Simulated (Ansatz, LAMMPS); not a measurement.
## Squeezing and shearing 69In2O3-31Ga2O3 (mol %) with crystalline order left by the classical run (80 atoms)

How stiff is 69In2O3-31Ga2O3 (mol %) with crystalline order left by the classical run (80 atoms), and how do its levels respond to strain?

Method: Kohn-Sham DFT, PBE, PAW (set soft_2), plane waves, in Ansatz 0.2.0.

## (1) The starting structure

The cell holds 80 atoms: 22 In, 10 Ga and 48 O. Its edges and angles: a = 10.118 Å, b = 10.118 Å, c = 10.118 Å, α = 90.0°, β = 90.0°, γ = 90.0°. 80 atoms (22 Sc, 10 Fe, 48 O) placed at random at 3.87 g/cm³, melted at 5000 K for 10 ps at fixed volume with the Morse and Coulomb pair potential with partial charges (Pedone, Malavasi, Menziani, Cormack and Segre, J. Phys. Chem. B 110, 11780 (2006)). Quenched from 5000 K to 300 K at 20 K/ps and fixed volume, held 10 ps at zero pressure, then minimised at fixed cell. Then Sc was replaced by In, Fe was replaced by Ga and the cell scaled by 1.027 (the potential has no terms for the new elements, so the cell is a start for a DFT relaxation).

What the set-up can't give: The quench rate of 20 K/ps is many orders above laboratory rates, so the cell is likely richer in defects and strain than a real sample. The network of bonds at the start is that of the classical potential that made the cell, and needn't be the one that DFT or experiment would give. The Brillouin zone is sampled at Γ only.

## (2) Single point at the start

The forces at the start show how far the geometry lies from a minimum of this functional.

File input.yaml:

```yaml
crystal:
  lattice:
    - [10.11761, 0.0, 0.0]
    - [0.0, 10.11761, 0.0]
    - [0.0, 0.0, 10.11761]
  atoms:
    - { symbol: In, position: [0.77305, 0.65795, 0.01991] }
    - { symbol: In, position: [0.50637, 0.95252, 0.71718] }
    - { symbol: In, position: [0.784, 0.4676, 0.25694] }
    - { symbol: In, position: [0.12475, 0.62681, 0.1679] }
    - { symbol: In, position: [0.76751, 0.13924, 0.23484] }
    - { symbol: In, position: [0.29495, 0.12393, 0.96068] }
    - { symbol: In, position: [0.77927, 0.45313, 0.74637] }
    - { symbol: In, position: [0.7845, 0.12087, 0.75978] }
    - { symbol: In, position: [0.65894, 0.8035, 0.40501] }
    - { symbol: In, position: [0.28692, 0.77624, 0.49105] }
    - { symbol: In, position: [0.02217, 0.29547, 0.03353] }
    - { symbol: In, position: [0.50057, 0.63343, 0.20093] }
    - { symbol: In, position: [0.29388, 0.94786, 0.22757] }
    - { symbol: In, position: [0.78056, 0.79434, 0.74094] }
    - { symbol: In, position: [0.50778, 0.29281, 0.72301] }
    - { symbol: In, position: [0.05208, 0.29293, 0.75257] }
    - { symbol: In, position: [0.25831, 0.12531, 0.48498] }
    - { symbol: In, position: [0.25668, 0.46307, 0.48034] }
    - { symbol: In, position: [0.96702, 0.94651, 0.32772] }
    - { symbol: In, position: [0.54766, 0.1502, 0.43218] }
    - { symbol: In, position: [0.00334, 0.94563, 0.98888] }
    - { symbol: In, position: [0.98224, 0.6371, 0.48632] }
    - { symbol: Ga, position: [0.97343, 0.28648, 0.4745] }
    - { symbol: Ga, position: [0.04481, 0.61261, 0.7723] }
    - { symbol: Ga, position: [0.29487, 0.46454, 0.96254] }
    - { symbol: Ga, position: [0.59682, 0.31601, 0.03115] }
    - { symbol: Ga, position: [0.28796, 0.78764, 0.94797] }
    - { symbol: Ga, position: [0.54413, 0.45598, 0.4461] }
    - { symbol: Ga, position: [0.59134, 0.95324, 0.0348] }
    - { symbol: Ga, position: [0.09521, 0.95145, 0.68382] }
    - { symbol: Ga, position: [0.50598, 0.62111, 0.72785] }
    - { symbol: Ga, position: [0.28434, 0.2974, 0.22376] }
    - { symbol: O, position: [0.42479, 0.78055, 0.81357] }
    - { symbol: O, position: [0.11837, 0.76203, 0.62688] }
    - { symbol: O, position: [0.40481, 0.28776, 0.53641] }
    - { symbol: O, position: [0.14272, 0.83253, 0.12047] }
    - { symbol: O, position: [0.67495, 0.94941, 0.85371] }
    - { symbol: O, position: [0.61392, 0.45289, 0.62104] }
    - { symbol: O, position: [0.39226, 0.95098, 0.0457] }
    - { symbol: O, position: [0.63984, 0.60074, 0.35599] }
    - { symbol: O, position: [0.16099, 0.63062, 0.3785] }
    - { symbol: O, position: [0.16399, 0.29402, 0.39539] }
    - { symbol: O, position: [0.62479, 0.13305, 0.086] }
    - { symbol: O, position: [0.4302, 0.46224, 0.825] }
    - { symbol: O, position: [0.33914, 0.63331, 0.08055] }
    - { symbol: O, position: [0.11361, 0.45774, 0.63243] }
    - { symbol: O, position: [0.19522, 0.29762, 0.89384] }
    - { symbol: O, position: [0.11707, 0.13993, 0.62987] }
    - { symbol: O, position: [0.35021, 0.95999, 0.57894] }
    - { symbol: O, position: [0.91319, 0.45613, 0.4152] }
    - { symbol: O, position: [0.43317, 0.12399, 0.81562] }
    - { symbol: O, position: [0.67662, 0.29796, 0.85243] }
    - { symbol: O, position: [0.6496, 0.30875, 0.34574] }
    - { symbol: O, position: [0.87404, 0.28561, 0.64869] }
    - { symbol: O, position: [0.65184, 0.99928, 0.34343] }
    - { symbol: O, position: [0.37642, 0.12582, 0.31247] }
    - { symbol: O, position: [0.9197, 0.76934, 0.90371] }
    - { symbol: O, position: [0.15827, 0.42631, 0.12768] }
    - { symbol: O, position: [0.9013, 0.95564, 0.68464] }
    - { symbol: O, position: [0.91489, 0.607, 0.15995] }
    - { symbol: O, position: [0.61597, 0.79811, 0.60921] }
    - { symbol: O, position: [0.95665, 0.14216, 0.89438] }
    - { symbol: O, position: [0.39516, 0.45492, 0.31499] }
    - { symbol: O, position: [0.6184, 0.12079, 0.62356] }
    - { symbol: O, position: [0.68079, 0.62572, 0.8365] }
    - { symbol: O, position: [0.86909, 0.79111, 0.41233] }
    - { symbol: O, position: [0.91334, 0.13494, 0.38469] }
    - { symbol: O, position: [0.1654, 0.13673, 0.12378] }
    - { symbol: O, position: [0.16143, 0.94824, 0.39326] }
    - { symbol: O, position: [0.63938, 0.49569, 0.10019] }
    - { symbol: O, position: [0.38996, 0.60298, 0.56006] }
    - { symbol: O, position: [0.87791, 0.98112, 0.14592] }
    - { symbol: O, position: [0.40323, 0.30593, 0.06391] }
    - { symbol: O, position: [0.41559, 0.79648, 0.32216] }
    - { symbol: O, position: [0.62904, 0.77936, 0.1083] }
    - { symbol: O, position: [0.17318, 0.9469, 0.86455] }
    - { symbol: O, position: [0.1834, 0.62478, 0.88854] }
    - { symbol: O, position: [0.95319, 0.44369, 0.87207] }
    - { symbol: O, position: [0.88172, 0.62201, 0.66471] }
    - { symbol: O, position: [0.85177, 0.30563, 0.14474] }
kpoints:
  mp_grid: { grid: [1, 1, 1] }
hamiltonian:
  xc: pbe
scf:
  occupations: { method: gaussian, width: 0.025 }
output:
  forces: true
```

On the command line:

```console
$ ansatz run input.yaml --threads 4 --pin off --max-ram 8192MiB --backend cpu --events-out ev --progress --plain --runs-dir out
```

Numbers of over 12 decimals in the logs are rounded to 6 here.

Output:

```text
[...]
Pseudopotentials: kind: paw
Pseudopotential: In, paw, valence charge 13, recommended cutoff 420 eV (normal), In.paw.azcp
Pseudopotential: Ga, paw, valence charge 13, recommended cutoff 420 eV (normal), Ga.paw.azcp
Pseudopotential: O, paw, valence charge 6, recommended cutoff 420 eV (normal), O.paw.azcp
[... 5 lines on functional and potentials left out ...]
Crystal: 80 atoms, lattice volume = 1035.700 Å³
Basis set: ecut = 420 eV, 20197 PW (Γ), exchange–correlation on 144×144×144 points (8 copies of the dense FFT grid, shifted against one another)
Bands: 432, of which v1, the nominal top of the filled ones, is band 352 counted from 1 (351 counted from 0)
Symmetry: 1 space group operations
Space group: P1 (ITA 1), of the structure as read, at distance tolerance 1.0e-4 Å
k-points: 1
[... 7 lines on functional and potentials left out ...]
Initial density: superposition of atomic densities (neutral atoms: chi_scale 0, normalization atom), corrected by the library's trained network
Initial wavefunctions: pseudopotential atomic-orbital guess
[...]
SCF iter   1: F=—  HF=-188219.555844 eV  |F-HF|=—  |Δ(HF+E_count)|=         —  Δρ=2.44e-3  dr2=7.40e-2  ethr=1.77e-3  ⟨swp⟩=6.0  Hψ=1593  notcnv=0
preconditioner: auto → Resta (q_TF=auto, 2.558 Å⁻¹)  ε∞=4.6  [insulator: Δε(μ)=0.859 eV  Ē_g=16.182 eV  σ=0.025 eV  W_gap=1.00  n_scr=256 (ndim 8)  ℏωp=30.6 eV  f_vac=0.047  D(μ)=0.00/eV (n_scr^D=0)  ε∞_Penn≈4.6]
SCF iter   2: F=—  HF=-188219.548003 eV  |F-HF|=—  |Δ(HF+E_count)|=   7.84e-3  Δρ=1.35e-3  dr2=1.46e-2  ethr=1.05e-5  ⟨swp⟩=2.0  Hψ=857  notcnv=0  defer=72
SCF iter   3: F=—  HF=-188219.547965 eV  |F-HF|=—  |Δ(HF+E_count)|=   3.83e-5  Δρ=5.86e-4  dr2=5.07e-3  ethr=2.08e-6  ⟨swp⟩=2.0  Hψ=669  notcnv=0  defer=48
automatic band count: iteration 3 solves 408 bands in place of 432: the levels show a gap, and the empty bands left out lie too high to hold charge; the band table lists the bands solved (type scf.n_extra_bands for more)
SCF iter   4: F=—  HF=-188219.547865 eV  |F-HF|=—  |Δ(HF+E_count)|=   9.95e-5  Δρ=2.19e-4  dr2=4.91e-4  ethr=7.20e-7  ⟨swp⟩=2.0  Hψ=665  notcnv=0  defer=48
SCF iter   5: F=—  HF=-188219.547872 eV  |F-HF|=—  |Δ(HF+E_count)|=   7.02e-6  Δρ=1.01e-4  dr2=1.08e-4  ethr=6.97e-8  ⟨swp⟩=2.0  Hψ=678  notcnv=0  defer=48
[...]
SCF iter   9: F=—  HF=-188219.549087 eV  |F-HF|=—  |Δ(HF+E_count)|=   3.20e-7  Δρ=3.39e-6  dr2=1.16e-7  ethr=8.10e-11  ⟨swp⟩=2.0  Hψ=699  notcnv=0  defer=48
SCF iter  10: F=-188219.549087 eV  HF=-188219.549087 eV  |F-HF|=7.83e-9  |Δ(HF+E_count)|=   6.30e-8  Δρ=1.12e-6  dr2=1.39e-8  ethr=1.42e-11  ⟨swp⟩=4.0  Hψ=1116  notcnv=0
SCF 1 converged in 10 iterations: F = -188219.549087 eV  dr2 = 1.39e-8
[...]
SCF converged after 10 iterations
Free energy (F): -188219.549087 eV
Harris-Foulkes:  -188219.549087 eV  (|F-HF|=7.83e-9)
Internal energy: -188219.549087 eV  (E = F + TS)
E sigma→0 (E₀):  -188219.549087 eV
Fermi energy:    8.248822 eV
--- Per-component energies (eV) ---
[...]
Σ components = -188219.549087   (vs F -188219.549087, Δ=0.00e0)
--- Forces (eV/Å), atoms counted from 1 ---
  atom   1  In     0.81444860     0.39952488    -0.15601697
  atom   2  In    -0.80486437     0.27745633    -0.17164167
  atom   3  In     0.84060603    -0.52678768     0.09627317
  atom   4  In    -0.19398417     0.26219799    -0.12674667
[...]
atom  80  O     -0.21375522     0.04884057    -0.25789352
  max |Σ_I F_I| component: 2.09e-5 eV/Å
```

It took 16 s on 4 threads of Arm Neoverse V1, shared host; peak memory 1.5 GiB; 59 s of CPU time.

The r.m.s. force at the start is 0.50 eV/Å.

## (3) Cell and atoms relaxed

The cell is relaxed with the atoms, since the starting lattice needn't suit this functional.

File input.yaml:

```yaml
crystal:
  lattice:
    - [10.11761, 0.0, 0.0]
    - [0.0, 10.11761, 0.0]
    - [0.0, 0.0, 10.11761]
  atoms:
    [... the 80 atom lines of step 2 ...]
kpoints:
  mp_grid: { grid: [1, 1, 1] }
hamiltonian:
  xc: pbe
scf:
  occupations: { method: gaussian, width: 0.025 }
output:
  forces: true
relax:
  f_tol: 0.05
  max_steps: 150
  cell: {}
```

Output:

```text
[...]
Crystal: 80 atoms, lattice volume = 1035.700 Å³
Basis set: ecut = 420 eV, 20197 PW (Γ), exchange–correlation on 144×144×144 points (8 copies of the dense FFT grid, shifted against one another)
Bands: 432, of which v1, the nominal top of the filled ones, is band 352 counted from 1 (351 counted from 0)
Symmetry: 1 space group operations
[...]
k-points: 1
[...]
SCF iter   1: F=—  HF=-188219.555844 eV  |F-HF|=—  |Δ(HF+E_count)|=         —  Δρ=2.44e-3  dr2=7.40e-2  ethr=1.77e-3  ⟨swp⟩=6.0  Hψ=1593  notcnv=0
[...]
SCF iter  10: F=-188219.549087 eV  HF=-188219.549087 eV  |F-HF|=7.92e-9  |Δ(HF+E_count)|=   6.23e-8  Δρ=1.11e-6  dr2=1.38e-8  ethr=1.42e-11  ⟨swp⟩=3.0  Hψ=1138  notcnv=0
SCF 1 converged in 10 iterations: F = -188219.549087 eV  dr2 = 1.38e-8
[...]
relax step   1: F+E_penalty+E_count = -188219.54908696 eV  Δ(F+E_penalty+E_count) = +0.000e0 eV  max|allowed force component| = 1.642e0 eV/Å  Δτ_max = 0.0000 Å  P = -0.047 GPa  Ω = 1035.700 Å³  (10 SCF iters, dr2 threshold 1.00e-7 eV, accepted)
[... from here on, the SCF cycles and remarks between the steps are left out ...]
relax step   2: F+E_penalty+E_count = -188221.76606036 eV  Δ(F+E_penalty+E_count) = -2.217e0 eV  max|allowed force component| = 9.297e-1 eV/Å  Δτ_max = 0.1415 Å  P = -1.755 GPa  Ω = 1046.250 Å³  energy of the carried Pulay correction = -4.434e-2 eV  (9 SCF iters, dr2 threshold 8.00e-6 eV, accepted)
relax step   3: F+E_penalty+E_count = -188222.47374038 eV  Δ(F+E_penalty+E_count) = -7.077e-1 eV  max|allowed force component| = 5.715e-1 eV/Å  Δτ_max = 0.0688 Å  P = -0.222 GPa  Ω = 1035.556 Å³  energy of the carried Pulay correction = +6.064e-4 eV  (8 SCF iters, dr2 threshold 8.00e-6 eV, accepted)
relax step   4: F+E_penalty+E_count = -188222.87900549 eV  Δ(F+E_penalty+E_count) = -4.053e-1 eV  max|allowed force component| = 4.522e-1 eV/Å  Δτ_max = 0.2000 Å  P = -0.006 GPa  Ω = 1036.610 Å³  energy of the carried Pulay correction = -3.842e-3 eV  (8 SCF iters, dr2 threshold 8.00e-6 eV, accepted)
relax step   5: F+E_penalty+E_count = -188223.15287871 eV  Δ(F+E_penalty+E_count) = -2.739e-1 eV  max|allowed force component| = 3.255e-1 eV/Å  Δτ_max = 0.1953 Å  P = +0.048 GPa  Ω = 1038.318 Å³  energy of the carried Pulay correction = -1.105e-2 eV  (7 SCF iters, dr2 threshold 8.00e-6 eV, accepted)
relax step   6: F+E_penalty+E_count = -188223.43240355 eV  Δ(F+E_penalty+E_count) = -2.795e-1 eV  max|allowed force component| = 1.608e-1 eV/Å  Δτ_max = 0.2000 Å  P = +0.067 GPa  Ω = 1040.829 Å³  energy of the carried Pulay correction = -2.161e-2 eV  (8 SCF iters, dr2 threshold 6.62e-6 eV, accepted)
relax step   7: F+E_penalty+E_count = -188223.55401806 eV  Δ(F+E_penalty+E_count) = -1.216e-1 eV  max|allowed force component| = 9.841e-2 eV/Å  Δτ_max = 0.2000 Å  P = +0.031 GPa  Ω = 1044.259 Å³  energy of the carried Pulay correction = -3.601e-2 eV  (9 SCF iters, dr2 threshold 1.62e-6 eV, accepted)
relax step   8: F+E_penalty+E_count = -188223.56575852 eV  Δ(F+E_penalty+E_count) = -1.174e-2 eV  max|allowed force component| = 3.744e-1 eV/Å  Δτ_max = 0.2000 Å  P = +0.064 GPa  Ω = 1045.896 Å³  energy of the carried Pulay correction = -4.286e-2 eV  (9 SCF iters, dr2 threshold 6.05e-7 eV, accepted)
relax step   9: F+E_penalty+E_count = -188223.61583486 eV  Δ(F+E_penalty+E_count) = -5.008e-2 eV  max|allowed force component| = 4.302e-1 eV/Å  Δτ_max = 0.1909 Å  P = +0.070 GPa  Ω = 1047.920 Å³  energy of the carried Pulay correction = -5.132e-2 eV  (7 SCF iters, dr2 threshold 8.00e-6 eV, accepted)
relax step  10: F+E_penalty+E_count = -188223.66133843 eV  Δ(F+E_penalty+E_count) = -4.550e-2 eV  max|allowed force component| = 2.764e-1 eV/Å  Δτ_max = 0.1911 Å  P = -0.023 GPa  Ω = 1049.850 Å³  energy of the carried Pulay correction = -5.937e-2 eV  (7 SCF iters, dr2 threshold 8.00e-6 eV, accepted)
relax step  11: F+E_penalty+E_count = -188223.75155841 eV  Δ(F+E_penalty+E_count) = -9.022e-2 eV  max|allowed force component| = 6.477e-2 eV/Å  Δτ_max = 0.1010 Å  P = +0.035 GPa  Ω = 1048.206 Å³  energy of the carried Pulay correction = -5.251e-2 eV  (8 SCF iters, dr2 threshold 4.77e-6 eV, accepted)
relax step  12: F+E_penalty+E_count = -188223.75226878 eV  Δ(F+E_penalty+E_count) = -7.104e-4 eV  max|allowed force component| = 8.786e-2 eV/Å  Δτ_max = 0.1382 Å  P = +0.015 GPa  Ω = 1048.296 Å³  energy of the carried Pulay correction = -5.289e-2 eV  (9 SCF iters, dr2 threshold 2.62e-7 eV, accepted)
relax step  13: F+E_penalty+E_count = -188223.75782670 eV  Δ(F+E_penalty+E_count) = -5.558e-3 eV  max|allowed force component| = 1.042e-2 eV/Å  Δτ_max = 0.0955 Å  P = +0.007 GPa  Ω = 1048.324 Å³  energy of the carried Pulay correction = -5.301e-2 eV  (7 SCF iters, dr2 threshold 4.82e-7 eV, accepted)
relax step  14: F+E_penalty+E_count = -188223.89608487 eV  Δ(F+E_penalty+E_count) = -1.383e-1 eV  max|allowed force component| = 1.059e-2 eV/Å  Δτ_max = 0.0000 Å  P = +0.169 GPa  Ω = 1048.324 Å³  stress off target by 5.03e-1 GPa  SCF on the basis re-selected at this cell (its energy is not comparable with the rows above)  (8 SCF iters)
relax step  15: F+E_penalty+E_count = -188223.89697824 eV  Δ(F+E_penalty+E_count) = -8.934e-4 eV  max|allowed force component| = 2.502e-2 eV/Å  Δτ_max = 0.0251 Å  P = +0.037 GPa  Ω = 1050.134 Å³  energy of the carried Pulay correction = -7.516e-3 eV  (7 SCF iters, dr2 threshold 6.31e-7 eV, accepted)
relax step  16: F+E_penalty+E_count = -188223.89655594 eV  Δ(F+E_penalty+E_count) = +4.223e-4 eV  max|allowed force component| = 1.414e-2 eV/Å  Δτ_max = 0.0143 Å  P = +0.014 GPa  Ω = 1050.460 Å³  energy of the carried Pulay correction = -8.852e-3 eV  (9 SCF iters, dr2 threshold 8.26e-9 eV, accepted)
relax step  17: F+E_penalty+E_count = -188223.90931886 eV  Δ(F+E_penalty+E_count) = -1.276e-2 eV  max|allowed force component| = 1.412e-2 eV/Å  Δτ_max = 0.0000 Å  P = +0.017 GPa  Ω = 1050.460 Å³  stress off target by 5.55e-2 GPa  SCF on the basis re-selected at this cell (its energy is not comparable with the rows above)  (5 SCF iters)
relax step  18: F+E_penalty+E_count = -188223.90847245 eV  Δ(F+E_penalty+E_count) = +8.464e-4 eV  max|allowed force component| = 4.154e-3 eV/Å  Δτ_max = 0.0076 Å  P = +0.003 GPa  Ω = 1050.735 Å³  energy of the carried Pulay correction = -1.154e-3 eV  (9 SCF iters, dr2 threshold 7.71e-9 eV, accepted)
relax step  19: F+E_penalty+E_count = -188223.91104999 eV  Δ(F+E_penalty+E_count) = -2.578e-3 eV  max|allowed force component| = 4.182e-3 eV/Å  Δτ_max = 0.0000 Å  P = +0.003 GPa  Ω = 1050.735 Å³  stress off target by 8.24e-3 GPa  SCF on the basis re-selected at this cell (its energy is not comparable with the rows above)  (4 SCF iters)
[...]
SCF converged after 4 iterations
Free energy (F): -188223.911050 eV
[...]
Internal energy: -188223.911050 eV  (E = F + TS)
E sigma→0 (E₀):  -188223.911050 eV
Fermi energy:    8.070632 eV
[...]
--- Forces (eV/Å), atoms counted from 1 ---
  atom   1  In    -0.00064595     0.00057976     0.00062987
  atom   2  In    -0.00120877    -0.00009808     0.00141203
  atom   3  In     0.00203228     0.00303089    -0.00224263
  atom   4  In     0.00204401     0.00187795    -0.00092227
  atom   5  In     0.00138047    -0.00035245    -0.00011721
  atom   6  In    -0.00154574    -0.00006029    -0.00048071
  atom   7  In     0.00014544    -0.00035511     0.00016922
  atom   8  In     0.00152227     0.00026904     0.00078399
  atom   9  In    -0.00000106     0.00093333    -0.00080345
  atom  10  In     0.00006639     0.00000248    -0.00358989
  atom  11  In     0.00173516    -0.00026004    -0.00025074
  atom  12  In    -0.00170803     0.00097451    -0.00066028
  atom  13  In    -0.00231287    -0.00252821    -0.00050106
  atom  14  In     0.00172019    -0.00046347     0.00161017
[...]
atom  79  O     -0.00049066    -0.00018890     0.00136315
  atom  80  O     -0.00413856    -0.00012878    -0.00124937
  max |Σ_I F_I| component: 6.65e-6 eV/Å
--- Stress (GPa, compression-positive) ---
        0.002013      -0.000456       0.001592
       -0.000456       0.000087      -0.000049
        0.001592      -0.000049       0.007833
  P = ⅓ Tr σ = 0.0033 GPa (0.033 kbar)
--- Relaxed structure (16 steps of the walk, 16 accepted, 3 SCFs on fresh bases) ---
  F+E_penalty+E_count = -188223.91104999 eV   max|allowed force component| = 4.182e-3 eV/Å   (the final SCF, on the basis selected at the relaxed cell)
  cell:  # Å, volume = 1050.7353 Å³
    - [10.213648, -0.020413, 0.015849]
    - [-0.020413, 9.754881, -0.00224535]
    - [0.015849, -0.00224535, 10.546135]
  atoms:
    - { symbol: In, position: [0.775539, 0.655222, 0.023126] }
    - { symbol: In, position: [0.496444, 0.954013, 0.708838] }
    - { symbol: In, position: [0.784891, 0.462229, 0.264885] }
    - { symbol: In, position: [0.121469, 0.615039, 0.176782] }
[...]
- { symbol: O, position: [0.855483, 0.296061, 0.151911] }
```

It took 5.5 min on 4 threads; peak memory 1.6 GiB; 21 min of CPU time.

The relaxation converged after 16 steps, with a largest force component of 0.0042 eV/Å.

(Continued in part 2 of 3.)

[Logs are printed without paths, hosts, clocks, repeated set-up lines and the standing remarks that a program may print on its own settings, such as how far it seeks lower states.]

[Hosts, paths, dates, database ids (printed as entryN), source tags and the programs' standing remarks are cut or masked in the printed files.]
